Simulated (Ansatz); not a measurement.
# La on Ir(111): change of the work function, part 2 of 2

How does La on the fcc site change the work function of Ir(111) as the layer fills?

Ansatz 0.2.0; plane-wave DFT, PBE, Ansatz PAW.

So far, work function, upper face (eV): step 2 (the clean slab) 5.49; step 3 (37 atoms, coverage 0.111 ML, cell 3x3) 2.51.

## (4) The covered slab, k-mesh 6×6×1, coverage 0.25 ML

System of this step: La/Ir(111). The cell holds 17 atoms: 16 Ir and 1 La. Its edges and angles: a = 5.431 Å, b = 5.431 Å, c = 27.859 Å, α = 90.0°, β = 90.0°, γ = 60.0°. Vacuum lies along c.

Another coverage, to see how the dipoles act on each other as their distance changes.

input.yaml

```yaml
crystal:
  lattice:
    - [5.4305800796, 0.0, 0.0]
    - [2.7152900398, 4.7030203062, 0.0]
    - [0.0, 0.0, 27.8586853312]
  atoms:
    - { symbol: Ir, position: [0.0, 0.0, 0.323059035] }
    - { symbol: Ir, position: [0.1666666667, 0.1666666667, 0.4026401426] }
    - { symbol: Ir, position: [0.3333333333, 0.3333333333, 0.4821286076] }
    - { symbol: Ir, position: [0.0, 0.0, 0.5612354888] }
    - { symbol: Ir, position: [0.0, 0.5, 0.323059035] }
    - { symbol: Ir, position: [0.1666666667, 0.6666666667, 0.4026401426] }
    - { symbol: Ir, position: [0.3333333333, 0.8333333333, 0.4821286076] }
    - { symbol: Ir, position: [0.0, 0.5, 0.5612354888] }
    - { symbol: Ir, position: [0.5, 0.0, 0.323059035] }
    - { symbol: Ir, position: [0.6666666667, 0.1666666667, 0.4026401426] }
    - { symbol: Ir, position: [0.8333333333, 0.3333333333, 0.4821286076] }
    - { symbol: Ir, position: [0.5, 0.0, 0.5612354888] }
    - { symbol: Ir, position: [0.5, 0.5, 0.323059035] }
    - { symbol: Ir, position: [0.6666666667, 0.6666666667, 0.4026401426] }
    - { symbol: Ir, position: [0.8333333333, 0.8333333333, 0.4821286076] }
    - { symbol: Ir, position: [0.5, 0.5, 0.5612354888] }
    - { symbol: La, position: [0.1666666667, 0.1666666667, 0.676940965] }
kpoints:
  mp_grid: { grid: [6, 6, 1] }
hamiltonian:
  xc: pbe
scf:
  occupations: { method: fermi_dirac, width: 0.1 }
  convergence: { dr2_threshold: 1.0e-08 }
efield:
  axis: 3
  dipole_correction: true
  ramp_position: 0.97
  ramp_width: 0.06
relax:
  f_tol: 0.02
  max_steps: 60
  constraints: [{ sites: [0, 1, 4, 5, 8, 9, 12, 13] }]
output:
  dos: { projected: true, e_range: [-8, 4] }
  write_potential: true
  write_density: true
  volumetric_format: npy
  elf: true
```

Command:

```bash
ansatz run input.yaml --threads 4 --pin off --max-ram 16384MiB --backend cpu --events-out ev --progress --plain --runs-dir out
```

Wall time 4.4 min (4 threads of Arm Neoverse V1, shared host); peak memory 2.9 GiB.

Relaxation path:

```
step  energy less that of the first step (eV)  largest force component (eV/Å)
   1                                   0.0000                          2.6609
   2                                  -0.6805                          2.9643
   3                                  -1.3299                          2.9629
   4                                  -1.9118                          2.3507
   5                                  -2.2546                          0.7455
   6                                  -2.3146                          0.4582
   7                                  -2.3479                          0.0467
   8                                  -2.3482                          0.0127
```

Forces are held to the 6 operations that the program found; a distortion that breaks them can't arise in this run.

The atoms that moved most (Å):

```
atom      dx      dy      dz  length
La17   0.000   0.000  -0.928   0.928
Ir16   0.000   0.000   0.112   0.112
Ir15   0.000   0.000  -0.064   0.064
 Ir4  -0.030  -0.018   0.048   0.060
 Ir8   0.000   0.035   0.048   0.060
Ir12   0.030  -0.018   0.048   0.060
Ir11  -0.002   0.001   0.031   0.031
 Ir7   0.000  -0.003   0.031   0.031
```

The relaxed structure:

```cif
data_structure
_symmetry_space_group_name_H-M 'P 1'
_symmetry_Int_Tables_number 1
_cell_length_a 5.4306
_cell_length_b 5.4306
_cell_length_c 27.8587
_cell_angle_alpha 90.000
_cell_angle_beta 90.000
_cell_angle_gamma 60.000
_cell_volume 711.51
loop_
_atom_site_label
_atom_site_type_symbol
_atom_site_fract_x
_atom_site_fract_y
_atom_site_fract_z
_atom_site_occupancy
Ir1 Ir 0.00000 0.00000 0.32306 1
Ir2 Ir 0.16667 0.16667 0.40264 1
Ir3 Ir 0.33361 0.33361 0.48323 1
Ir4 Ir 0.99626 0.99626 0.56297 1
Ir5 Ir 0.00000 0.50000 0.32306 1
Ir6 Ir 0.16667 0.66667 0.40264 1
Ir7 Ir 0.33361 0.83278 0.48323 1
Ir8 Ir 0.99626 0.50748 0.56297 1
Ir9 Ir 0.50000 0.00000 0.32306 1
Ir10 Ir 0.66667 0.16667 0.40264 1
Ir11 Ir 0.83278 0.33361 0.48323 1
Ir12 Ir 0.50748 0.99626 0.56297 1
Ir13 Ir 0.50000 0.50000 0.32306 1
Ir14 Ir 0.66667 0.66667 0.40264 1
Ir15 Ir 0.83333 0.83333 0.47983 1
Ir16 Ir 0.50000 0.50000 0.56526 1
La17 La 0.16667 0.16667 0.64364 1
```

This step gave:

```
energy at zero smearing        : -197210.2170 eV
work function, upper face      : 2.047 eV
work function, lower face      : 5.504 eV
dipole along the normal        : 0.4880 e·Å
step between the vacuum levels : -3.458 eV
```

Running mean over 2.217 Å of the planar mean; the ramp of the sawtooth is left out. Electron's electrostatic potential energy less the Fermi level against z:

```
z (Å)  electron's electrostatic potential energy less the Fermi level (eV)
    4                                                                 5.50
    5                                                                 5.50
    6                                                                 5.43
    7                                                                 4.27
    8                                                                -5.50
    9                                                                -12.8
   10                                                                -13.3
   11                                                                -13.5
   12                                                                -13.5
   13                                                                -13.5
   14                                                                -13.1
   15                                                                -12.9
   16                                                                -12.5
   17                                                                -5.73
   18                                                                -2.60
   19                                                                -1.15
   20                                                                 1.28
   21                                                                 1.88
   22                                                                 2.01
   23                                                                 2.04
   24                                                                 2.04
```

The density of states has structure finer than the step of the table below, so its rows give means over 0.5 eV. Peaks (eV: height): -3.55: 39.2, -3.43: 42.9, -3.13: 38.8, -1.98: 55.6, -1.26: 48.1, 1.17: 40.5, 1.86: 48.2.

Table of density of states by energy, zero at the Fermi level; means over each step:

```
energy (eV)  density of states (states/eV a cell)
       -7.5                                  7.99
       -7.0                                  12.5
       -6.5                                  18.4
       -6.0                                  17.2
       -5.5                                  13.7
       -5.0                                  16.7
       -4.5                                  16.0
       -4.0                                  22.7
       -3.5                                  29.3
       -3.0                                  25.4
       -2.5                                  15.7
       -2.0                                  22.8
       -1.5                                  16.5
       -1.0                                  22.3
       -0.5                                  17.2
        0.0                                  18.3
        0.5                                  23.1
        1.0                                  20.9
        1.5                                  17.4
```

Projected DOS per atom over height of the atomic layer and energy from the Fermi level. Layers: Ir4 Ir4 Ir4 Ir4 La from below.

Ten even steps from '_' (0.0 states/eV) to '@' (22.7 states/eV), each cell a mean:
```
________@@
________..
__________
__________
__________
__________
__________
__________
__________
__________
__________
__________
__________
__________
__________
__________
__________
__________
__________
__________
__________
__________
```
Columns: height of the atomic layer (Å) from 9 to 17.9; rows upwards: energy from the Fermi level (eV) from -7.96 to 1.95.

Valence density in the ca plane at fractional y = 0.167, with atoms of Ir and La within 0.2 Å of it. It is the smooth field of the valence electrons, not physical close to the nuclei.

Values in e/Å³, 8 rows by 16 columns, each cell a mean:
```
1.6 0.4 0.5 0.4 1.4 0.9 1.0 1.2 0.2 0.2 0.1 0.0 0.0 0.0 0.0 0.0
0.7 0.6 3.0 0.8 0.7 0.5 0.5 0.6 0.1 0.0 0.0 0.0 0.0 0.0 0.0 0.0
0.3 1.1 8.0 1.9 0.3 0.2 0.3 0.3 0.1 0.0 0.0 0.0 0.0 0.0 0.0 0.0
0.7 0.6 3.5 0.9 0.6 0.4 0.5 0.6 0.1 0.0 0.0 0.0 0.0 0.0 0.0 0.0
1.6 0.4 0.5 0.4 1.4 0.9 1.0 1.2 0.2 0.2 0.1 0.0 0.0 0.0 0.0 0.0
0.7 0.6 3.0 0.8 0.7 0.5 0.5 0.6 0.7 1.3 0.3 0.0 0.0 0.0 0.0 0.0
0.3 1.1 8.0 1.9 0.3 0.2 0.2 0.3 1.1 1.5 0.6 0.0 0.0 0.0 0.0 0.0
0.7 0.6 3.5 0.9 0.6 0.4 0.5 0.6 0.8 1.3 0.3 0.0 0.0 0.0 0.0 0.0
```
Columns run along c (16.0 Å, from fractional 0.32 to 0.89 of the cell), rows up along a (5.4 Å). Atoms in or near the plane, at fractional coordinates: Ir at (0.40, 0.17), Ir at (0.40, 0.67), La at (0.64, 0.17).

ELF in the ca plane at fractional y = 0.167, with atoms of Ir and La within 0.2 Å of it. It is the smooth field of the valence electrons, not physical close to the nuclei.

Ten even steps from '0' (0.00) to '9' (0.84), each cell a mean:
```
55333333333355434344443235653111111000000000
54333333333355433345434311110011110000000000
33333456433333333333333320000001000000000000
33333777743333322233333321100000000000000000
33333755743333321234433321100000000000000000
33333677743333322233333321000000000000000000
43333355433333333334333320000001000000000000
55333333333355434345434211111111110000000000
54333333333355434344443346763211111000000000
33333456433333333333333699997321111000000000
33333677743333322233333874698521111100000000
33333755742333221233424840289521111100000000
33333677643333322233333875798421111100000000
43333355433333333333333589996311111000000000
```
Columns run along c (16.0 Å, from fractional 0.32 to 0.89 of the cell), rows up along a (5.4 Å). Atoms in or near the plane, at fractional coordinates: Ir at (0.40, 0.17), Ir at (0.40, 0.67), La at (0.64, 0.17).

Electrostatic potential energy in the ca plane at fractional y = 0.167, with atoms of Ir and La within 0.2 Å of it. With pseudopotentials it is smooth inside the atoms' cores, unlike the true potential.

Values in eV, 8 rows by 16 columns, each cell a mean:
```
-20   4   1   5 -17  -7  -8 -11   5   1   6   8   9   9  10  10
 -4   0 -29  -4  -3   2   1   0   9   8   8   9   9  10  10  10
  6 -10 -44 -17   6   8   8   8  10  10   9   9   9  10  10  10
 -4  -1 -31  -5  -1   3   1   0   9   9   8   9   9  10  10  10
-20   4   1   5 -17  -7  -8 -11   5   1   6   8   9   9  10  10
 -4   0 -29  -4  -3   2   2   0 -11 -30  -1   8   9   9  10  10
  6 -10 -44 -17   6   8   8   6 -24 -26  -9   8   9   9  10  10
 -4  -1 -31  -5  -1   3   2   0 -12 -31  -2   8   9   9  10  10
```
Columns run along c (16.0 Å, from fractional 0.32 to 0.89 of the cell; values clipped at the 3rd and 97th percentile), rows up along a (5.4 Å). Atoms in or near the plane, at fractional coordinates: Ir at (0.40, 0.17), Ir at (0.40, 0.67), La at (0.64, 0.17).

The relaxation took 8 steps and lowered the energy by 2.3 eV; the largest force on the free atoms ends at 0.013 eV/Å.

By hand: a sheet of dipoles makes a step −p/(ε₀A) in the electron's potential. With e/ε₀ = 180.95 V·Å, p = 0.4880 e·Å and A = 25.54 Å², that is −180.95 × (0.4880) / 25.54 = -3.458 eV, and the two vacuum levels of the run differ by -3.458 eV.

The covered face has 2.05 eV, -3.44 eV against the clean one; the bare back face has moved by +0.01 eV, a measure of how thin the slab is.

## (5) Work function against coverage

This step: plane-wave DFT, PBE, Ansatz PAW; work function against coverage (Ansatz 0.2.0).

The runs are now put side by side.

This step gave:

```
work function of the clean face     : 5.486 eV
largest change of the work function : -3.440 eV
```

Table of work function of the covered face by coverage:

```
coverage (adsorbates/nm²)  work function of the covered face (eV)
                     0.00                                    5.49
                     1.74                                    2.51
                     3.92                                    2.05
```

The dipole per adsorbate comes from the change of the cell's dipole. Coverage, by row:

```
coverage (1/nm²)  coverage (ML)  work function (eV)  change (eV)  dipole per adsorbate, positive end outwards (debye)  mean height of the added atoms over the highest substrate atom (Å)
            1.74         0.1111               2.512       -2.974                                                 4.55                                                               2.251
           3.915           0.25               2.047        -3.44                                                2.339                                                               2.184
```

## (6) Summary of results

| Quantity | Value |
| --- | --- |
| work function of the clean face | 5.49 eV |
| work function at 0.11 ML | 2.51 eV |
| work function at 0.25 ML | 2.05 eV |
| dipole per adsorbate at 0.11 ML, positive end outwards | 4.55 D |

La lowers the work function of Ir(111) at the lowest coverage, by 2.97 eV: the adsorbate layer has its positive end outwards. The slab has 4 layers, at the tabulated experimental lattice constant, one starting site was run, and quantum-size effects of a slab this thin can reach one or two tenths of an eV. The main runs have no spin polarisation; a magnetic state could lie lower and would change these results.

[Long decimals in the printed logs are rounded to 6 places.]

[Logs are printed without paths, hosts, clocks, repeated set-up lines and the standing remarks that a program may print on its own settings, such as how far it seeks lower states.]

[Hosts, paths, dates, database ids (printed as entryN), source tags and the programs' standing remarks are cut or masked in the printed files.]

[Maps of the electrostatic potential energy from Ansatz leave out the sawtooth potential of an applied field or a dipole correction, so their vacuum need not be flat; planar profiles and work functions include it.]

[The density of states shown here was stored with 400 of the rows of the run's finer table, so its peaks can read low, often by over a quarter, or be missed, and its means over a window can be off by a tenth or more.]
